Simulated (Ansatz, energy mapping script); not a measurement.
**EuZn2P2: J from the energies of magnetic orders**

How strongly do the moments of EuZn2P2 couple under PBEsol+U (9 eV)? The plan is to run several orders and fit a Heisenberg model.

Program: Ansatz 0.2.0. Level of theory: PBEsol with U = 9 eV on Eu f, ortho-atomic projectors; plane waves, U on orthogonalised atomic orbitals unless named otherwise, collinear spin, no spin–orbit coupling. Results are calculated unless marked as measured.

This is a report of a sequence of runs, with most program output left out.

### 1. Set-up

The structure is trigonal, space group P-3m1 (No. 164). Conventional cell: a = 4.064 Å, b = 4.064 Å, c = 6.911 Å, α = 90.00°, β = 90.00°, γ = 120.00°. Nearest to Eu lie 6 P at 3.00 Å. Zn has 4 P at 2.44 to 2.51 Å nearest. P has 4 Zn at 2.44 to 2.51 Å and 3 Eu at 3.00 Å nearest. Farther neighbours are not listed.

The cell comes from a database of computed structures, and need not be the one that the compound takes in experiment.

The U corrects the self-interaction that lets semilocal functionals spread d and f electrons too far. Its value here is typed, not computed.

### 2. A run to fix the orbital filling

A corrected shell can settle in several orbital fillings. One parallel run, with an occupation width a fifth wider than the orders use, therefore is to supply the occupation matrices. All orders start from them.

The input, input.yaml:

```yaml
crystal:
  lattice:
    - [4.064188119, 0.0, 0.0]
    - [-2.032094059, 3.519690156, 0.0]
    - [0.0, 0.0, 6.91072704]
  atoms:
    - { symbol: Eu, position: [0.0, 0.0, 0.0], spin: 7.0 }
    - { symbol: Zn, position: [0.666666667, 0.333333333, 0.36594143] }
    - { symbol: Zn, position: [0.333333333, 0.666666667, 0.63405857] }
    - { symbol: P, position: [0.666666667, 0.333333333, 0.72976618] }
    - { symbol: P, position: [0.333333333, 0.666666667, 0.27023382] }
magnetization:
  spin_polarized: true
kpoints:
  mp_grid: { grid: [8, 8, 4] }
hamiltonian:
  xc: pbesol
  hubbard:
    sites: [{ species: Eu, l: f, u_eff: 9.0 }]
    projectors: ortho-atomic
scf:
  occupations: { method: fermi_dirac, width: 0.12 }
output:
  eigenvalues: true
```

On the command line:

```sh
$ ansatz run input.yaml --threads 4 --pin off --max-ram 8192MiB --backend cpu --events-out ev --progress --plain --runs-dir out
```

It took 9.7 s on 4 threads of Arm Neoverse V2, shared host; peak memory 0.56 GiB; 36 s of CPU time.

Numbers from this step:

```yaml
final_state: ferromagnetic
electrons_in_the_corrected_shells: 6.967 e
largest_moment: 6.888 μB
```

### 3. Parallel start in cell A (10 atoms)

Each cell gets its own parallel run on the same mesh, so that most of the mesh error cancels in the differences.

The input, input.yaml:

```yaml
crystal:
  lattice:
    - [-4.064188119, 0.0, 0.0]
    - [0.0, 0.0, -6.91072704]
    - [-1.0e-09, -7.039380312, 0.0]
  atoms:
    - { symbol: Eu, position: [0.5, 0.0, 0.5], spin: 7.0 }
    - { symbol: Eu, position: [0.0, 0.0, 0.0], spin: 7.0 }
    - { symbol: Zn, position: [0.0, 0.63405857, 0.333333334] }
    - { symbol: Zn, position: [0.499999999, 0.63405857, 0.833333334] }
    - { symbol: Zn, position: [0.500000001, 0.36594143, 0.166666666] }
    - { symbol: Zn, position: [0.0, 0.36594143, 0.666666666] }
    - { symbol: P, position: [0.0, 0.27023382, 0.333333334] }
    - { symbol: P, position: [0.499999999, 0.27023382, 0.833333334] }
    - { symbol: P, position: [0.500000001, 0.72976618, 0.166666666] }
    - { symbol: P, position: [0.0, 0.72976618, 0.666666666] }
magnetization:
  spin_polarized: true
kpoints:
  mp_grid: { grid: [7, 4, 4] }
hamiltonian:
  xc: pbesol
  hubbard:
    sites:
      - { species: Eu, l: f, u_eff: 9.0 }
      - { site: 0, l: f, u_eff: 9.0, starting_ns: [{ spin: up, occupation_matrix: eu1_major }, { spin: down, occupation_matrix: eu1_minor }] }
      - { site: 1, l: f, u_eff: 9.0, starting_ns: [{ spin: up, occupation_matrix: eu1_major }, { spin: down, occupation_matrix: eu1_minor }] }
    projectors: ortho-atomic
    occupation_matrices:
      eu1_major:
        matrix:
          - [0.995, 0.0, 0.0, 0.0, 0.0, 0.0, 0.001]
          - [0.0, 0.993, 0.0, 0.0, -0.002, 0.0, 0.0]
          - [0.0, 0.0, 0.993, -0.002, 0.0, 0.0, 0.0]
          - [0.0, 0.0, -0.002, 0.993, 0.0, 0.0, 0.0]
          - [0.0, -0.002, 0.0, 0.0, 0.993, 0.0, 0.0]
          - [0.0, 0.0, 0.0, 0.0, 0.0, 0.995, 0.0]
          - [0.001, 0.0, 0.0, 0.0, 0.0, 0.0, 0.994]
      eu1_minor:
        matrix:
          - [0.002, 0.0, 0.0, 0.0, 0.0, 0.0, -0.001]
          - [0.0, 0.001, 0.0, 0.0, 0.0, 0.0, 0.0]
          - [0.0, 0.0, 0.001, 0.0, 0.0, 0.0, 0.0]
          - [0.0, 0.0, 0.0, 0.002, 0.0, 0.0, 0.0]
          - [0.0, 0.0, 0.0, 0.0, 0.002, 0.0, 0.0]
          - [0.0, 0.0, 0.0, 0.0, 0.0, 0.001, 0.0]
          - [-0.001, 0.0, 0.0, 0.0, 0.0, 0.0, 0.002]
scf:
  occupations: { method: fermi_dirac, width: 0.1 }
output:
  eigenvalues: true
```

Elapsed: 41 s, on 4 threads; peak memory 1.3 GiB; 2.5 min of CPU time.

Spin moment in the sphere by atom:

```
atom  spin moment in the sphere (μB)
 Eu1                            6.89
 Eu2                            6.89
 Zn3                           -0.01
 Zn4                           -0.01
 Zn5                           -0.01
 Zn6                           -0.01
  P7                           -0.03
  P8                           -0.03
  P9                           -0.03
 P10                           -0.03
```

The run ends ferromagnetic.

### 4. Compensated +− start in cell A (10 atoms)

This order reverses 4 of the 6 neighbours at 4.06 Å, 0 of the 2 neighbours at 6.91 Å and 8 of the 12 neighbours at 8.02 Å, counted for an average magnetic atom.

Changes to input.yaml since step 3:

```diff
@@ -7,3 +7,3 @@
     - { symbol: Eu, position: [0.5, 0.0, 0.5], spin: 7.0 }
-    - { symbol: Eu, position: [0.0, 0.0, 0.0], spin: 7.0 }
+    - { symbol: Eu, position: [0.0, 0.0, 0.0], spin: -7.0 }
     - { symbol: Zn, position: [0.0, 0.63405857, 0.333333334] }
@@ -26,3 +26,3 @@
       - { site: 0, l: f, u_eff: 9.0, starting_ns: [{ spin: up, occupation_matrix: eu1_major }, { spin: down, occupation_matrix: eu1_minor }] }
-      - { site: 1, l: f, u_eff: 9.0, starting_ns: [{ spin: up, occupation_matrix: eu1_major }, { spin: down, occupation_matrix: eu1_minor }] }
+      - { site: 1, l: f, u_eff: 9.0, starting_ns: [{ spin: up, occupation_matrix: eu1_minor }, { spin: down, occupation_matrix: eu1_major }] }
     projectors: ortho-atomic
```

Run time: 19 s. Hardware: 4 threads; peak memory 1.3 GiB.

Spin moment in the sphere by atom:

```
atom  spin moment in the sphere (μB)
 Eu1                            6.89
 Eu2                           -6.89
 Zn3                            0.00
 Zn4                            0.00
 Zn5                            0.00
 Zn6                            0.00
  P7                           -0.01
  P8                            0.01
  P9                            0.01
 P10                           -0.01
```

The run ends antiferromagnetic, 3.68 meV a magnetic atom above the parallel order of its cell (energies taken at zero occupation width, not the printed F).

### 5. Run 3 (parallel; cell B, 10 atoms)

The parallel order again, as the reference for this cell.

This run holds the same structure in another cell (b 6.911 → 4.064 Å, c 7.039 → 13.821 Å, γ 90.0 → 120.0°).

The input, input.yaml:

```yaml
crystal:
  lattice:
    - [4.064188119, 0.0, 0.0]
    - [-2.032094059, 3.519690156, 0.0]
    - [0.0, 0.0, 13.82145408]
  atoms:
    - { symbol: Eu, position: [0.0, 0.0, 0.0], spin: 7.0 }
    - { symbol: Eu, position: [0.0, 0.0, 0.5], spin: 7.0 }
    - { symbol: Zn, position: [0.666666667, 0.333333333, 0.182970715] }
    - { symbol: Zn, position: [0.666666667, 0.333333333, 0.682970715] }
    - { symbol: Zn, position: [0.333333333, 0.666666667, 0.317029285] }
    - { symbol: Zn, position: [0.333333333, 0.666666667, 0.817029285] }
    - { symbol: P, position: [0.666666667, 0.333333333, 0.36488309] }
    - { symbol: P, position: [0.666666667, 0.333333333, 0.86488309] }
    - { symbol: P, position: [0.333333333, 0.666666667, 0.13511691] }
    - { symbol: P, position: [0.333333333, 0.666666667, 0.63511691] }
magnetization:
  spin_polarized: true
kpoints:
  mp_grid: { grid: [8, 8, 2] }
hamiltonian:
  xc: pbesol
  hubbard:
    sites:
      - { species: Eu, l: f, u_eff: 9.0 }
      - { site: 0, l: f, u_eff: 9.0, starting_ns: [{ spin: up, occupation_matrix: eu1_major }, { spin: down, occupation_matrix: eu1_minor }] }
      - { site: 1, l: f, u_eff: 9.0, starting_ns: [{ spin: up, occupation_matrix: eu1_major }, { spin: down, occupation_matrix: eu1_minor }] }
    projectors: ortho-atomic
    occupation_matrices:
      eu1_major:
        matrix:
          - [0.995, 0.0, 0.0, 0.0, 0.0, 0.0, 0.001]
          - [0.0, 0.993, 0.0, 0.0, -0.002, 0.0, 0.0]
          - [0.0, 0.0, 0.993, -0.002, 0.0, 0.0, 0.0]
          - [0.0, 0.0, -0.002, 0.993, 0.0, 0.0, 0.0]
          - [0.0, -0.002, 0.0, 0.0, 0.993, 0.0, 0.0]
          - [0.0, 0.0, 0.0, 0.0, 0.0, 0.995, 0.0]
          - [0.001, 0.0, 0.0, 0.0, 0.0, 0.0, 0.994]
      eu1_minor:
        matrix:
          - [0.002, 0.0, 0.0, 0.0, 0.0, 0.0, -0.001]
          - [0.0, 0.001, 0.0, 0.0, 0.0, 0.0, 0.0]
          - [0.0, 0.0, 0.001, 0.0, 0.0, 0.0, 0.0]
          - [0.0, 0.0, 0.0, 0.002, 0.0, 0.0, 0.0]
          - [0.0, 0.0, 0.0, 0.0, 0.002, 0.0, 0.0]
          - [0.0, 0.0, 0.0, 0.0, 0.0, 0.001, 0.0]
          - [-0.001, 0.0, 0.0, 0.0, 0.0, 0.0, 0.002]
scf:
  occupations: { method: fermi_dirac, width: 0.1 }
output:
  eigenvalues: true
```

It took 14 s on 4 threads; peak memory 0.98 GiB.

The run ends ferromagnetic. For each magnetic atom its energy differs from the parallel run of the first cell by 0.10 meV, an error that one common reference would have brought in.

### 6. Compensated +− start in cell B (10 atoms)

This order reverses 0 of the 6 neighbours at 4.06 Å, 2 of the 2 neighbours at 6.91 Å and 12 of the 12 neighbours at 8.02 Å, counted for an average magnetic atom.

Changes to input.yaml since step 5:

```diff
@@ -7,3 +7,3 @@
     - { symbol: Eu, position: [0.0, 0.0, 0.0], spin: 7.0 }
-    - { symbol: Eu, position: [0.0, 0.0, 0.5], spin: 7.0 }
+    - { symbol: Eu, position: [0.0, 0.0, 0.5], spin: -7.0 }
     - { symbol: Zn, position: [0.666666667, 0.333333333, 0.182970715] }
@@ -26,3 +26,3 @@
       - { site: 0, l: f, u_eff: 9.0, starting_ns: [{ spin: up, occupation_matrix: eu1_major }, { spin: down, occupation_matrix: eu1_minor }] }
-      - { site: 1, l: f, u_eff: 9.0, starting_ns: [{ spin: up, occupation_matrix: eu1_major }, { spin: down, occupation_matrix: eu1_minor }] }
+      - { site: 1, l: f, u_eff: 9.0, starting_ns: [{ spin: up, occupation_matrix: eu1_minor }, { spin: down, occupation_matrix: eu1_major }] }
     projectors: ortho-atomic
```

Elapsed: 6.7 s, on 4 threads; peak memory 1 GiB.

The run ends antiferromagnetic, 0.86 meV a magnetic atom below the parallel order of its cell (energies taken at zero occupation width, not the printed F).

### 7. Parallel start in cell C (10 atoms)

A new cell needs its own zero of energy.

This run holds the same structure in another cell (b 4.064 → 7.039 Å, c 13.821 → 8.017 Å, α 90.0 → 116.0°, β 90.0 → 104.7°, γ 120.0 → 90.0°).

The input, input.yaml:

```yaml
crystal:
  lattice:
    - [-4.064188119, 0.0, 0.0]
    - [1.0e-09, 7.039380312, 0.0]
    - [2.032094059, -3.519690156, -6.91072704]
  atoms:
    - { symbol: Eu, position: [0.0, 0.0, 0.0], spin: 7.0 }
    - { symbol: Eu, position: [0.5, 0.5, 0.0], spin: 7.0 }
    - { symbol: Zn, position: [0.317029284, 0.983695951, 0.63405857] }
    - { symbol: Zn, position: [0.817029285, 0.483695952, 0.63405857] }
    - { symbol: Zn, position: [0.682970716, 0.016304049, 0.36594143] }
    - { symbol: Zn, position: [0.182970715, 0.516304048, 0.36594143] }
    - { symbol: P, position: [0.13511691, 0.801783576, 0.27023382] }
    - { symbol: P, position: [0.63511691, 0.301783577, 0.27023382] }
    - { symbol: P, position: [0.86488309, 0.198216424, 0.72976618] }
    - { symbol: P, position: [0.36488309, 0.698216423, 0.72976618] }
magnetization:
  spin_polarized: true
kpoints:
  mp_grid: { grid: [7, 5, 7] }
hamiltonian:
  xc: pbesol
  hubbard:
    sites:
      - { species: Eu, l: f, u_eff: 9.0 }
      - { site: 0, l: f, u_eff: 9.0, starting_ns: [{ spin: up, occupation_matrix: eu1_major }, { spin: down, occupation_matrix: eu1_minor }] }
      - { site: 1, l: f, u_eff: 9.0, starting_ns: [{ spin: up, occupation_matrix: eu1_major }, { spin: down, occupation_matrix: eu1_minor }] }
    projectors: ortho-atomic
    occupation_matrices:
      eu1_major:
        matrix:
          - [0.995, 0.0, 0.0, 0.0, 0.0, 0.0, 0.001]
          - [0.0, 0.993, 0.0, 0.0, -0.002, 0.0, 0.0]
          - [0.0, 0.0, 0.993, -0.002, 0.0, 0.0, 0.0]
          - [0.0, 0.0, -0.002, 0.993, 0.0, 0.0, 0.0]
          - [0.0, -0.002, 0.0, 0.0, 0.993, 0.0, 0.0]
          - [0.0, 0.0, 0.0, 0.0, 0.0, 0.995, 0.0]
          - [0.001, 0.0, 0.0, 0.0, 0.0, 0.0, 0.994]
      eu1_minor:
        matrix:
          - [0.002, 0.0, 0.0, 0.0, 0.0, 0.0, -0.001]
          - [0.0, 0.001, 0.0, 0.0, 0.0, 0.0, 0.0]
          - [0.0, 0.0, 0.001, 0.0, 0.0, 0.0, 0.0]
          - [0.0, 0.0, 0.0, 0.002, 0.0, 0.0, 0.0]
          - [0.0, 0.0, 0.0, 0.0, 0.002, 0.0, 0.0]
          - [0.0, 0.0, 0.0, 0.0, 0.0, 0.001, 0.0]
          - [-0.001, 0.0, 0.0, 0.0, 0.0, 0.0, 0.002]
scf:
  occupations: { method: fermi_dirac, width: 0.1 }
output:
  eigenvalues: true
```

The job ended after 64 s (4 threads; peak memory 1.9 GiB; 3.9 min of CPU time).

The run ends ferromagnetic. For each magnetic atom its energy differs from the parallel run of the first cell by -0.74 meV, an error that one common reference would have brought in.

### 8. Order 6: compensated +−, cell C of 10 atoms

This order reverses 4 of the 6 neighbours at 4.06 Å, 2 of the 2 neighbours at 6.91 Å and 4 of the 12 neighbours at 8.02 Å, counted for an average magnetic atom.

Changes to input.yaml since step 7:

```diff
@@ -7,3 +7,3 @@
     - { symbol: Eu, position: [0.0, 0.0, 0.0], spin: 7.0 }
-    - { symbol: Eu, position: [0.5, 0.5, 0.0], spin: 7.0 }
+    - { symbol: Eu, position: [0.5, 0.5, 0.0], spin: -7.0 }
     - { symbol: Zn, position: [0.317029284, 0.983695951, 0.63405857] }
@@ -26,3 +26,3 @@
       - { site: 0, l: f, u_eff: 9.0, starting_ns: [{ spin: up, occupation_matrix: eu1_major }, { spin: down, occupation_matrix: eu1_minor }] }
-      - { site: 1, l: f, u_eff: 9.0, starting_ns: [{ spin: up, occupation_matrix: eu1_major }, { spin: down, occupation_matrix: eu1_minor }] }
+      - { site: 1, l: f, u_eff: 9.0, starting_ns: [{ spin: up, occupation_matrix: eu1_minor }, { spin: down, occupation_matrix: eu1_major }] }
     projectors: ortho-atomic
```

It took 48 s on 4 threads; peak memory 1.9 GiB; 3.2 min of CPU time.

The run ends antiferromagnetic, 4.13 meV a magnetic atom above the parallel order of its cell (energies taken at zero occupation width, not the printed F).

### 9. Order 7: parallel, cell D of 15 atoms

The input, input.yaml:

```yaml
crystal:
  lattice:
    - [4.064188119, 0.0, 0.0]
    - [-2.032094059, 3.519690156, 0.0]
    - [0.0, 0.0, 20.73218112]
  atoms:
    - { symbol: Eu, position: [0.0, 0.0, 0.0], spin: 7.0 }
    - { symbol: Eu, position: [0.0, 0.0, 0.333333333], spin: 7.0 }
    - { symbol: Eu, position: [0.0, 0.0, 0.666666667], spin: 7.0 }
    - { symbol: Zn, position: [0.666666667, 0.333333333, 0.121980477] }
    - { symbol: Zn, position: [0.666666667, 0.333333333, 0.45531381] }
    - { symbol: Zn, position: [0.666666667, 0.333333333, 0.788647143] }
    - { symbol: Zn, position: [0.333333333, 0.666666667, 0.211352857] }
    - { symbol: Zn, position: [0.333333333, 0.666666667, 0.54468619] }
    - { symbol: Zn, position: [0.333333333, 0.666666667, 0.878019523] }
    - { symbol: P, position: [0.666666667, 0.333333333, 0.243255393] }
    - { symbol: P, position: [0.666666667, 0.333333333, 0.576588727] }
    - { symbol: P, position: [0.666666667, 0.333333333, 0.90992206] }
    - { symbol: P, position: [0.333333333, 0.666666667, 0.09007794] }
    - { symbol: P, position: [0.333333333, 0.666666667, 0.423411273] }
    - { symbol: P, position: [0.333333333, 0.666666667, 0.756744607] }
magnetization:
  spin_polarized: true
kpoints:
  mp_grid: { grid: [8, 8, 2] }
hamiltonian:
  xc: pbesol
  hubbard:
    sites:
      - { species: Eu, l: f, u_eff: 9.0 }
      - { site: 0, l: f, u_eff: 9.0, starting_ns: [{ spin: up, occupation_matrix: eu1_major }, { spin: down, occupation_matrix: eu1_minor }] }
      - { site: 1, l: f, u_eff: 9.0, starting_ns: [{ spin: up, occupation_matrix: eu1_major }, { spin: down, occupation_matrix: eu1_minor }] }
      - { site: 2, l: f, u_eff: 9.0, starting_ns: [{ spin: up, occupation_matrix: eu1_major }, { spin: down, occupation_matrix: eu1_minor }] }
    projectors: ortho-atomic
    occupation_matrices:
      eu1_major:
        matrix:
          - [0.995, 0.0, 0.0, 0.0, 0.0, 0.0, 0.001]
          - [0.0, 0.993, 0.0, 0.0, -0.002, 0.0, 0.0]
          - [0.0, 0.0, 0.993, -0.002, 0.0, 0.0, 0.0]
          - [0.0, 0.0, -0.002, 0.993, 0.0, 0.0, 0.0]
          - [0.0, -0.002, 0.0, 0.0, 0.993, 0.0, 0.0]
          - [0.0, 0.0, 0.0, 0.0, 0.0, 0.995, 0.0]
          - [0.001, 0.0, 0.0, 0.0, 0.0, 0.0, 0.994]
      eu1_minor:
        matrix:
          - [0.002, 0.0, 0.0, 0.0, 0.0, 0.0, -0.001]
          - [0.0, 0.001, 0.0, 0.0, 0.0, 0.0, 0.0]
          - [0.0, 0.0, 0.001, 0.0, 0.0, 0.0, 0.0]
          - [0.0, 0.0, 0.0, 0.002, 0.0, 0.0, 0.0]
          - [0.0, 0.0, 0.0, 0.0, 0.002, 0.0, 0.0]
          - [0.0, 0.0, 0.0, 0.0, 0.0, 0.001, 0.0]
          - [-0.001, 0.0, 0.0, 0.0, 0.0, 0.0, 0.002]
scf:
  occupations: { method: fermi_dirac, width: 0.1 }
output:
  eigenvalues: true
```

Run time: 38 s. Hardware: 4 threads; peak memory 1.8 GiB; 2.4 min of CPU time.

The run ends ferromagnetic. For each magnetic atom its energy differs from the parallel run of the first cell by 0.02 meV, an error that one common reference would have brought in.

[end of part 1 of 2]

[Logs and program files are shortened in this print: banners, set-up blocks, solver, clock and traceback lines can be left out without a mark of their own.]

[Logs are printed without paths, hosts, clocks, repeated set-up lines and the standing remarks that a program may print on its own settings, such as how far it seeks lower states.]

[Hosts, paths, dates, database ids (printed as entryN), source tags and the programs' standing remarks are cut or masked in the printed files.]

[Where a cell is said to come from a database of computed structures, the database is the Materials Project.]
